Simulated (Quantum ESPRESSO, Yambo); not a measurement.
# Quasiparticle gap of TiO2 (Anatase) in Yambo, part 2 of 3

Wanted: ground state, empty states, screening and self-energy for TiO2 (Anatase).

Quantum ESPRESSO 7.5 and Yambo 5.3.0; PBE and many-body steps on it, plane waves. Known limits of the many-body steps: not at the basis limit.

So far. Step 2 (Ground state): The gap is indirect, with the least direct gap 0.31 eV higher.

## (3) Bands along the symmetry lines

Level of this step: DFT, PBE, plane waves, norm-conserving pseudopotentials (Quantum ESPRESSO).

Levels along a band path, at the cheap level, show where the edges lie and whether the meshes to come will hold them.

File pw.in:

```
&control
  calculation = 'bands'
  prefix = 'x'
  outdir = 'o'
  pseudo_dir = 'pseudo'
/
&system
  ibrav = 0
  nat = 6
  ntyp = 2
  ecutwfc = 76.0
  nbnd = 30
  force_symmorphic = .true.
/
&electrons
  conv_thr = 1e-9
  electron_maxstep = 80
  diago_full_acc = .true.
  diago_thr_init = 5e-6
/
ATOMIC_SPECIES
  Ti 47.867 Ti.upf
  O 15.999 O.upf
CELL_PARAMETERS angstrom
  -1.8921000000 1.8921000000 4.7573000000
  1.8921000000 -1.8921000000 4.7573000000
  1.8921000000 1.8921000000 -4.7573000000
ATOMIC_POSITIONS crystal
  Ti 0.0000000000 0.0000000000 0.0000000000
  Ti 0.7500000000 0.2500000000 0.5000000000
  O 0.2081000000 0.2081000000 0.0000000000
  O 0.9581000000 0.4581000000 0.5000000000
  O 0.5419000000 0.0419000000 0.5000000000
  O 0.7919000000 0.7919000000 0.0000000000
K_POINTS crystal
  76
  0.00000000 0.00000000 0.00000000 1
  0.00000000 0.00000000 0.06250000 1
  0.00000000 0.00000000 0.12500000 1
  0.00000000 0.00000000 0.18750000 1
  0.00000000 0.00000000 0.25000000 1
  0.00000000 0.00000000 0.31250000 1
  0.00000000 0.00000000 0.37500000 1
  0.00000000 0.00000000 0.43750000 1
  0.00000000 0.00000000 0.50000000 1
  0.03125000 0.03125000 0.46875000 1
  0.06250000 0.06250000 0.43750000 1
  0.09375000 0.09375000 0.40625000 1
  0.12500000 0.12500000 0.37500000 1
  0.15625000 0.15625000 0.34375000 1
  0.18750000 0.18750000 0.31250000 1
  0.21875000 0.21875000 0.28125000 1
  0.25000000 0.25000000 0.25000000 1
  0.21875000 0.28125000 0.21875000 1
  0.18750000 0.31250000 0.18750000 1
  0.15625000 0.34375000 0.15625000 1
  0.12500000 0.37500000 0.12500000 1
  0.09375000 0.40625000 0.09375000 1
  0.06250000 0.43750000 0.06250000 1
  0.03125000 0.46875000 0.03125000 1
  0.00000000 0.50000000 0.00000000 1
  0.00000000 0.43750000 0.00000000 1
  0.00000000 0.37500000 0.00000000 1
  0.00000000 0.31250000 0.00000000 1
  0.00000000 0.25000000 0.00000000 1
  0.00000000 0.18750000 0.00000000 1
  0.00000000 0.12500000 0.00000000 1
  0.00000000 0.06250000 0.00000000 1
  0.00000000 0.00000000 0.00000000 1
  0.06250000 0.06250000 -0.06250000 1
  0.12500000 0.12500000 -0.12500000 1
  0.18750000 0.18750000 -0.18750000 1
  0.25000000 0.25000000 -0.25000000 1
  0.31250000 0.31250000 -0.31250000 1
  0.37500000 0.37500000 -0.37500000 1
  0.43750000 0.43750000 -0.43750000 1
  0.50000000 0.50000000 -0.50000000 1
  0.47369330 0.52630670 -0.47369330 1
  0.44738660 0.55261340 -0.44738660 1
  0.42107990 0.57892010 -0.42107990 1
  0.39477321 0.60522679 -0.39477321 1
  0.36846651 0.63153349 -0.36846651 1
  0.34215981 0.65784019 -0.34215981 1
  0.31585311 0.68414689 -0.31585311 1
  0.28954641 0.71045359 -0.28954641 1
  -0.28954641 0.28954641 0.28954641 1
  -0.25335311 0.25335311 0.25335311 1
  -0.21715981 0.21715981 0.21715981 1
  -0.18096651 0.18096651 0.18096651 1
  -0.14477320 0.14477320 0.14477320 1
  -0.10857990 0.10857990 0.10857990 1
  -0.07238660 0.07238660 0.07238660 1
  -0.03619330 0.03619330 0.03619330 1
  0.00000000 0.00000000 0.00000000 1
  0.00000000 0.00000000 0.50000000 1
  -0.00988660 0.00988660 0.50000000 1
  -0.01977321 0.01977321 0.50000000 1
  -0.02965981 0.02965981 0.50000000 1
  -0.03954642 0.03954642 0.50000000 1
  -0.04943302 0.04943302 0.50000000 1
  -0.05931962 0.05931962 0.50000000 1
  -0.06920623 0.06920623 0.50000000 1
  -0.07909283 0.07909283 0.50000000 1
  0.50000000 0.50000000 -0.07909283 1
  0.50000000 0.50000000 -0.13170623 1
  0.50000000 0.50000000 -0.18431962 1
  0.50000000 0.50000000 -0.23693302 1
  0.50000000 0.50000000 -0.28954642 1
  0.50000000 0.50000000 -0.34215981 1
  0.50000000 0.50000000 -0.39477321 1
  0.50000000 0.50000000 -0.44738660 1
  0.50000000 0.50000000 -0.50000000 1
```

On the command line:

```bash
$ OMP_NUM_THREADS=1 mpirun -n 8 pw.x -nk 8 -in pw.in > pw.out
```

Output:

```text
[banner, memory and clock lines left out]
Program PWSCF v.7.5 starts

     Atomic positions and unit cell read from directory:
     o/x.save/

     Message from routine setup:
     using ibrav=0 with symmetry is DISCOURAGED, use correct ibrav instead

     G-vector sticks info

     bravais-lattice index     =            0
     lattice parameter (alat)  =      10.3145  a.u.
     unit-cell volume          =     459.7326 (a.u.)^3
     number of atoms/cell      =            6
     number of atomic types    =            2
     number of electrons       =        48.00
     number of Kohn-Sham states=           30
     kinetic-energy cutoff     =      76.0000  Ry
     charge density cutoff     =     304.0000  Ry
     Exchange-correlation= PBE
                           (   1   4   3   4   0   0   0)

     celldm(1)=  10.314510  celldm(2)=   0.000000  celldm(3)=   0.000000
     celldm(4)=   0.000000  celldm(5)=   0.000000  celldm(6)=   0.000000

     crystal axes: (cart. coord. in units of alat)
               a(1) = (  -0.346653   0.346653   0.871587 )
               a(2) = (   0.346653  -0.346653   0.871587 )
               a(3) = (   0.346653   0.346653  -0.871587 )

     reciprocal axes: (cart. coord. in units 2 pi/alat)
               b(1) = (  0.000000  1.442367  0.573666 )
               b(2) = (  1.442367  0.000000  0.573666 )
               b(3) = (  1.442367  1.442367  0.000000 )
     Pseudo is Norm-conserving + core correction, Zval = 12.0
     Generated using ONCVPSP code by D. R. Hamann
     Using radial grid of 1586 points,  6 beta functions with:
     Pseudo is Norm-conserving + core correction, Zval =  6.0
     Generated using ONCVPSP code by D. R. Hamann
     Using radial grid of  936 points,  5 beta functions with:
     Ti               12.00    47.86700     Ti( 1.00)
     O                 6.00    15.99900     O ( 1.00)

      8 Sym. Ops. (no inversion) found

   Cartesian axes

     site n.     atom                  positions (alat units)
         1        Ti     tau(   1) = (   0.0000000   0.0000000   0.0000000  )
         2        Ti     tau(   2) = (   0.0000000   0.3466525   0.4357936  )
         3        O      tau(   3) = (  -0.0000000   0.0000000   0.3627546  )
         4        O      tau(   4) = (   0.0000000   0.3466525   0.7985481  )
         5        O      tau(   5) = (  -0.0000000   0.3466525   0.0730390  )
         6        O      tau(   6) = (   0.0000000  -0.0000000   1.3804197  )

     number of k points=    76
                       cart. coord. in units 2pi/alat
        k(    1) = (   0.0000000   0.0000000   0.0000000), wk =   0.0263158
        k(    2) = (   0.0901479   0.0901479   0.0000000), wk =   0.0263158
        k(    3) = (   0.1802958   0.1802958   0.0000000), wk =   0.0263158
[...]
[... 64 further rows ...]
        k(   75) = (   0.0758878   0.0758878   0.5736661), wk =   0.0263158
        k(   76) = (   0.0000000   0.0000000   0.5736661), wk =   0.0263158

     Dense  grid:    41149 G-vectors     FFT dimensions: (  60,  60,  60)

     The potential is recalculated from file :
     o/x.save/charge-density

     Starting wfcs are   36 randomized atomic wfcs

     Band Structure Calculation

     End of band structure calculation

          k = 0.0000 0.0000 0.0000 (  5117 PWs)   bands (ev):

   -49.0007 -48.9397 -25.4932 -25.2534 -25.2534 -25.1810 -25.1810 -25.0962
   -10.2630  -9.2466  -9.1005  -8.7619   3.3975   3.5164   3.5164   3.9209
     5.2684   5.2684   5.3152   6.5646   6.5681   6.5681   6.8689   6.8689
     9.4863  10.2324  11.3622  11.3623  11.3918  11.3919

          k = 0.0901 0.0901 0.0000 (  5120 PWs)   bands (ev):

[...]
9.6711  10.2622  11.1637  11.2868  11.2978  11.3682

          k = 0.1803 0.1803 0.0000 (  5138 PWs)   bands (ev):

[...]
10.0980  10.3136  10.8136  11.1474  11.1552  11.3660

[...]
k =-0.0000 0.0000 0.3585 (  5133 PWs)   bands (ev):

[...]
k =-0.0000 0.0000 0.5020 (  5121 PWs)   bands (ev):

[...]
k = 0.3794-0.0000 0.5737 (  5142 PWs)   bands (ev):

[...]
k = 0.8353 0.0000-0.0000 (  5132 PWs)   bands (ev):

[...]
k = 0.7309 0.0000-0.0000 (  5146 PWs)   bands (ev):

[...]
k = 0.6264-0.0000-0.0000 (  5156 PWs)   bands (ev):

[...]
k = 0.3132 0.0000-0.0000 (  5130 PWs)   bands (ev):

[...]
k = 0.8210 0.6214-0.0000 (  5140 PWs)   bands (ev):

[...]
k = 0.8353 0.6071-0.0000 (  5144 PWs)   bands (ev):

[...]
k = 0.0759 0.0759 0.5737 (  5118 PWs)   bands (ev):

[...]
9.9242   9.9242  11.1090  11.1090  11.4837  11.4838

          k = 0.0000 0.0000 0.5737 (  5116 PWs)   bands (ev):

[...]
-9.6754  -9.6754  -9.0353  -9.0353   3.6045   3.6045   3.6546   3.6546
     5.2970   5.2970   5.9883   5.9884   6.0725   6.0725   7.2092   7.2092
     9.8463   9.8463  11.1552  11.1552  11.6165  11.6165

     XML data file, pseudopotentials, collected wavefunctions
```

Wall time 38 s (8 MPI ranks of Arm Neoverse V1, shared host); peak memory 0.61 GiB; 2.6 min of CPU time.

This step gave:

- gap: 2.141 eV
- k of the valence top: 0, 0, 0.4375
- k of the conduction bottom: 0, 0, 0
- least direct gap: 2.492 eV

The gap is 2.141 eV, −0.045 eV from the run before at this level.

The electronic bands at the labelled points (eV, zero at the top of the highest filled band):

```csv
point,band 21,band 22,band 23,band 24,band 25,band 26,band 27,band 28
Γ,-0.78,-0.78,-0.48,-0.48,2.14,2.89,4.02,4.02
halfway,-1.84,-0.96,-0.61,-0.25,3.01,3.16,3.54,3.77
X,-2.07,-2.07,-0.05,-0.05,3.38,3.38,3.85,3.85
halfway,-1.81,-1.81,-0.14,-0.14,3.45,3.45,3.78,3.78
P,-1.60,-1.60,-0.24,-0.24,3.61,3.61,3.64,3.64
halfway,-1.90,-0.97,-0.60,-0.35,3.18,3.32,3.71,3.73
N,-1.96,-0.95,-0.86,-0.65,3.27,3.58,3.60,3.70
halfway,-1.35,-0.80,-0.80,-0.53,3.00,3.26,3.36,3.64
Γ,-0.78,-0.78,-0.48,-0.48,2.14,2.89,4.02,4.02
halfway,-1.08,-1.08,-0.25,-0.25,2.24,2.77,3.86,3.86
M,-1.27,-1.27,-0.14,-0.14,2.50,2.50,3.81,3.81
halfway,-1.31,-0.72,-0.61,-0.57,2.76,3.23,3.44,3.58
S,-1.20,-0.94,-0.91,-0.84,3.24,3.52,3.60,3.66
jump to S0,-1.20,-0.94,-0.91,-0.84,3.24,3.52,3.60,3.66
halfway,-1.49,-0.92,-0.84,-0.58,3.15,3.34,3.37,3.66
Γ,-0.78,-0.78,-0.48,-0.48,2.14,2.89,4.02,4.02
jump to X,-2.07,-2.07,-0.05,-0.05,3.38,3.38,3.85,3.85
halfway,-2.02,-2.02,-0.06,-0.06,3.37,3.37,3.83,3.83
R,-1.91,-1.91,-0.09,-0.09,3.35,3.35,3.79,3.79
jump to G,-1.91,-1.91,-0.09,-0.09,3.35,3.35,3.79,3.79
halfway,-1.09,-1.09,-0.53,-0.53,3.08,3.08,3.58,3.58
M,-1.27,-1.27,-0.14,-0.14,2.50,2.50,3.81,3.81
```

## (4) Empty states on the mesh, 4×4×4 mesh, 78 bands

The sums over transitions need many empty states on a uniform mesh; this step solves for them.

File pw.in:

```
&control
  calculation = 'nscf'
  prefix = 'x'
  outdir = 'o'
  pseudo_dir = 'pseudo'
/
&system
  ibrav = 0
  nat = 6
  ntyp = 2
  ecutwfc = 76.0
  nbnd = 78
  force_symmorphic = .true.
/
&electrons
  conv_thr = 1e-9
  electron_maxstep = 80
  diago_full_acc = .true.
  diago_thr_init = 5e-6
/
ATOMIC_SPECIES
  Ti 47.867 Ti.upf
  O 15.999 O.upf
CELL_PARAMETERS angstrom
  -1.8921000000 1.8921000000 4.7573000000
  1.8921000000 -1.8921000000 4.7573000000
  1.8921000000 1.8921000000 -4.7573000000
ATOMIC_POSITIONS crystal
  Ti 0.0000000000 0.0000000000 0.0000000000
  Ti 0.7500000000 0.2500000000 0.5000000000
  O 0.2081000000 0.2081000000 0.0000000000
  O 0.9581000000 0.4581000000 0.5000000000
  O 0.5419000000 0.0419000000 0.5000000000
  O 0.7919000000 0.7919000000 0.0000000000
K_POINTS automatic
  4 4 4 0 0 0
```

On the command line:

```bash
$ OMP_NUM_THREADS=1 mpirun -n 8 pw.x -nk 4 -in pw.in > pw.out
```

Output:

```text
[banner, memory and clock lines left out]
Program PWSCF v.7.5 starts

     Atomic positions and unit cell read from directory:
     o/x.save/

     Message from routine setup:
     using ibrav=0 with symmetry is DISCOURAGED, use correct ibrav instead

     bravais-lattice index     =            0
     lattice parameter (alat)  =      10.3145  a.u.
     unit-cell volume          =     459.7326 (a.u.)^3
     number of atoms/cell      =            6
     number of atomic types    =            2
     number of electrons       =        48.00
     number of Kohn-Sham states=           78
     kinetic-energy cutoff     =      76.0000  Ry
     charge density cutoff     =     304.0000  Ry
     Exchange-correlation= PBE
                           (   1   4   3   4   0   0   0)

     celldm(1)=  10.314510  celldm(2)=   0.000000  celldm(3)=   0.000000
     celldm(4)=   0.000000  celldm(5)=   0.000000  celldm(6)=   0.000000

     crystal axes: (cart. coord. in units of alat)
               a(1) = (  -0.346653   0.346653   0.871587 )
               a(2) = (   0.346653  -0.346653   0.871587 )
               a(3) = (   0.346653   0.346653  -0.871587 )

     reciprocal axes: (cart. coord. in units 2 pi/alat)
               b(1) = (  0.000000  1.442367  0.573666 )
               b(2) = (  1.442367  0.000000  0.573666 )
               b(3) = (  1.442367  1.442367  0.000000 )
     Pseudo is Norm-conserving + core correction, Zval = 12.0
     Generated using ONCVPSP code by D. R. Hamann
     Using radial grid of 1586 points,  6 beta functions with:
     Pseudo is Norm-conserving + core correction, Zval =  6.0
     Generated using ONCVPSP code by D. R. Hamann
     Using radial grid of  936 points,  5 beta functions with:
     Ti               12.00    47.86700     Ti( 1.00)
     O                 6.00    15.99900     O ( 1.00)

      8 Sym. Ops. (no inversion) found

   Cartesian axes

     site n.     atom                  positions (alat units)
         1        Ti     tau(   1) = (   0.0000000   0.0000000   0.0000000  )
         2        Ti     tau(   2) = (   0.0000000   0.3466525   0.4357936  )
         3        O      tau(   3) = (  -0.0000000   0.0000000   0.3627546  )
         4        O      tau(   4) = (   0.0000000   0.3466525   0.7985481  )
         5        O      tau(   5) = (  -0.0000000   0.3466525   0.0730390  )
         6        O      tau(   6) = (   0.0000000  -0.0000000   1.3804197  )

     number of k points=    13
                       cart. coord. in units 2pi/alat
        k(    1) = (   0.0000000   0.0000000   0.0000000), wk =   0.0312500
        k(    2) = (   0.3605917   0.3605917   0.0000000), wk =   0.1250000
        k(    3) = (  -0.7211833  -0.7211833   0.0000000), wk =   0.0625000
[...]
k(   12) = (  -1.0817750  -0.3605917   0.0000000), wk =   0.1250000
        k(   13) = (  -1.4423666  -1.4423666  -0.5736661), wk =   0.0312500

     Dense  grid:    41149 G-vectors     FFT dimensions: (  60,  60,  60)

     The potential is recalculated from file :
     o/x.save/charge-density

     Starting wfcs are   36 randomized atomic wfcs +   42 random wfcs

     Band Structure Calculation

     End of band structure calculation

          k = 0.0000 0.0000 0.0000 (  5117 PWs)   bands (ev):

   -49.0008 -48.9397 -25.4932 -25.2534 -25.2534 -25.1810 -25.1810 -25.0962
   -10.2630  -9.2466  -9.1005  -8.7619   3.3974   3.5164   3.5164   3.9209
     5.2684   5.2684   5.3151   6.5646   6.5681   6.5681   6.8689   6.8689
[...]
47.9104  48.9278  49.2445  49.2738  50.4139  50.9090

          k = 0.3606 0.3606 0.0000 (  5174 PWs)   bands (ev):

[...]
47.3417  47.8114  48.2788  48.8564  48.9115  49.7073

          k =-0.7212-0.7212 0.0000 (  5150 PWs)   bands (ev):

[...]
37.7118  37.7118  38.5846  38.5846  40.2942  40.2942  40.8240  40.8240
    42.4934  42.4934  43.6158  43.6158  45.1016  45.1016  45.5208  45.5208
    46.8734  46.8734  47.5100  47.5100  48.5639  48.5640

          k = 0.3606 0.0000 0.1434 (  5139 PWs)   bands (ev):

     [... further k-points ...]

     highest occupied, lowest unoccupied level (ev):     7.2976    9.4863

     XML data file, pseudopotentials, collected wavefunctions
```

The job ended after 13 s (8 MPI ranks; peak memory 0.54 GiB; 93 s of CPU time).

This step gave:

- gap: 2.189 eV
- k of the valence top: 0, 0, -0.5
- k of the conduction bottom: 0, 0, 0
- least direct gap: 2.492 eV
- k points computed: 13
- lowest point of the top converged band, above the valence top: 40.82 eV

On this mesh the gap is 2.189 eV.

## (5) Conversion and set-up

This step: Yambo 5.3.0; conversion and set-up on PBE, plane waves, norm-conserving pseudopotentials.

The states are converted to the many-body program's format and the q mesh is built.

On the command line:

```bash
$ (cd o/x.save; p2y > p2y.log; mv SAVE ../..); yambo > setup.log
```

Output:

```text
 Yambo, version 5.3.0

 [02] CORE Variables Setup
 =========================

  [02.01] Unit cells
  ==================

  Cell kind             :  Unknown
  Atoms in the cell     :  Ti  O
  number of Ti atoms    :  2
  number of O  atoms    :   4

  List of atomic masses
  Mass of Ti    :  47.86700
  Mass of O     :  15.99900

  List of atomic coordinates    : [cc]
  Ti1       :  0.000000  0.000000  0.000000  order 1
  Ti2       :  0.000000  3.575551  4.494997  order 2
  O1       : -0.69697E-16  0.69697E-16   3.7416      order 3
  O2       :  0.28629E-15   3.5756       8.2366      order 4
  O3       : -0.28629E-15   3.5756      0.75336      order 5
  O4       :  0.14356E-16 -0.14356E-16   14.238      order 6

  Alat factors          :  8.989994  8.989994  8.989994 [a.u.]
  Direct lattice volume :  459.7326 [a.u.]
  Direct lattice vectors:  A[ 1 ]  A[ 2 ]  A[ 3 ]
   A[ 1 ]: -0.397726  0.397726  1.000000  [iru]
  -3.575551  3.575551  8.989994  [cc]
   A[ 2 ]:  0.397726 -0.397726  1.000000  [iru]
   3.575551 -3.575551  8.989994  [cc]
   A[ 3 ]:  0.397726  0.397726 -1.000000  [iru]
   3.575551  3.575551 -8.989994  [cc]

  Recip. lattice volume :  0.539553 [a.u.]
  Recip. lattice vectors:  B[ 1 ]  B[ 2 ]  B[ 3 ]
   B[ 1 ]: -0.94474E-17   1.2571      0.50000      [iku]
  -0.66029E-17  0.87863      0.34945      [cc]
   B[ 2 ]:   1.2571     -0.94474E-17  0.50000      [iku]
   0.87863     -0.66029E-17  0.34945      [cc]
   B[ 3 ]:   1.2571       1.2571      0.52345E-17  [iku]
   0.87863      0.87863      0.36585E-17  [cc]

  [02.02] Symmetries
  ==================

  Inversion symmetry    : yes
  Spatial inversion     : no
  Inversion index       :   9
  K-space Time-reversal : yes
  Magnetic symmetries   : no
  Time-reversal derived K-space symmetries:   9  16
  Group table correct   : yes
  Symmetries units      :  [cc]

   [S  1]:   1.0000      0.13186E-16  0.59966E-16  0.13186E-16   1.0000      0.59966E-16  0.63239E-17 -0.21601E-17   1.0000
   [S  2]:  -1.0000     -0.13186E-16  0.59966E-16 -0.13186E-16  -1.0000      0.59966E-16 -0.63239E-17  0.21601E-17   1.0000
   [S  3]:  0.13186E-16   1.0000     -0.59966E-16   1.0000      0.13186E-16 -0.59966E-16 -0.21601E-17  0.63239E-17  -1.0000
[...]
[S  7]: -0.13186E-16   1.0000     -0.59966E-16  -1.0000      0.13186E-16 -0.59966E-16  0.21601E-17  0.63239E-17  -1.0000
   [S  8]:  0.13186E-16  -1.0000     -0.59966E-16   1.0000     -0.13186E-16 -0.59966E-16 -0.21601E-17 -0.63239E-17  -1.0000
   [S* 9]:  -1.0000     -0.13186E-16 -0.59966E-16 -0.13186E-16  -1.0000     -0.59966E-16 -0.63239E-17  0.21601E-17  -1.0000
   [S*10]:   1.0000      0.13186E-16 -0.59966E-16  0.13186E-16   1.0000     -0.59966E-16  0.63239E-17 -0.21601E-17  -1.0000
     [... 4 further rows ...]
   [S*15]:  0.13186E-16  -1.0000      0.59966E-16   1.0000     -0.13186E-16  0.59966E-16 -0.21601E-17 -0.63239E-17   1.0000
[...]
K [ 9]         [rlu]:  0.250000  0.250000 -0.250000
[...]
K [10]         [rlu]:  0.250000 -0.500000 -0.500000
[...]
K [11]         [rlu]:  0.250000 -0.250000  0.250000
[...]
K [12]         [rlu]:  0.250000 -0.250000 -0.500000
         WF components:   5132
  K [13]         [rlu]: -0.500000 -0.500000 -0.500000
         WF components:   5116

  [02.05] Energies & Occupations
  ==============================

  [X] === General ===
  [X] Electronic Temperature                        :  0.000000  0.000000 [eV K]
  [X] Bosonic    Temperature                        :  0.000000  0.000000 [eV K]
  [X] Finite Temperature mode                       : no
  [X] El. density                                   :  0.70458E+24 [cm-3]
  [X] Fermi Level                                   :  7.297607 [eV]

  [X] === Gaps and Widths ===
  [X] Conduction Band Min                           :  2.188734 [eV]
  [X] Valence Band Max                              :  0.000000 [eV]
  [X] Filled Bands                                  :  24
  [X] Empty Bands                                   :   25   78
  [X] Direct Gap                                    :  2.491719 [eV]
  [X] Direct Gap localized at k                     :   9
  [X] Indirect Gap                                  :  2.188734 [eV]
  [X] Indirect Gap between kpts                     :  3  1
  [X] Last valence band width                       :  0.810353 [eV]
  [X] 1st conduction band width                     :  1.464956 [eV]

  E @ K [ 1]:  [eV]
  -56.29835 -56.23732 -32.79079 -32.55099 -32.55099 -32.47863 -32.47863 -32.39384
[...]
occ @ K [ 1]
[...]
E @ K [ 2]:  [eV]
[...]
occ @ K [ 2]
[...]
E @ K [ 3]:  [eV]
[...]
occ @ K [ 3]
[...]
E @ K [ 8]:  [eV]
[...]
occ @ K [ 8]
[...]
E @ K [ 9]:  [eV]
[...]
occ @ K [ 9]
[...]
E @ K [10]:  [eV]
[...]
occ @ K [10]
[...]
E @ K [11]:  [eV]
[...]
occ @ K [11]
[...]
E @ K [12]:  [eV]
[...]
occ @ K [12]
[...]
E @ K [13]:  [eV]
[...]
occ @ K [13]
[...]
0.000000  0.000000  0.000000  0.000000  0.000000  0.000000  0.000000  0.000000
   0.000000  0.000000  0.000000  0.000000  0.000000  0.000000  0.000000  0.000000

 [03] Transferred momenta grid and indexing
 ==========================================

 IBZ Q-points                                      :  13
 BZ  Q-points                                      :   64

 K/Q-points units:
 rlu = crystal or reduced units; cc = cartesian coordinates; iku = interal k-units

 Q [ 1]         [rlu]:  0.000000  0.000000  0.000000
 Q [ 2]         [rlu]:  0.55297E-17  0.72474E-16  0.25000
 Q [ 3]         [rlu]: -0.74239E-16 -0.81769E-16 -0.50000
[...]
Q [ 8]         [rlu]:  0.250000  0.250000  0.250000
 Q [ 9]         [rlu]:  0.250000  0.250000 -0.250000
 Q [10]         [rlu]:  0.250000  0.500000 -0.500000
 Q [11]         [rlu]:  0.250000 -0.250000  0.250000
 Q [12]         [rlu]:  0.250000  0.750000 -0.500000
 Q [13]         [rlu]:  0.500000  0.500000 -0.500000

  [03.01] X indexes
  =================

   [03.01.01] Sigma indexes
   ========================

 [06] Game Over & Game summary
```

Run time: 2.5 s. Hardware: 1 MPI rank; peak memory 0.24 GiB.

(Part 2 of 3 ends here.)

[Paths, hosts, dates, memory and timing lines, banners, echoed tables and standing remarks are left out of the program output.]

[Logs are printed without paths, hosts, clocks, repeated set-up lines and the standing remarks that a program may print on its own settings, such as how far it seeks lower states.]

[Runs of the session that timed out or met a known fault of the program may be left out.]

[Hosts, paths, dates, database ids (printed as entryN), source tags and the programs' standing remarks are cut or masked in the printed files.]
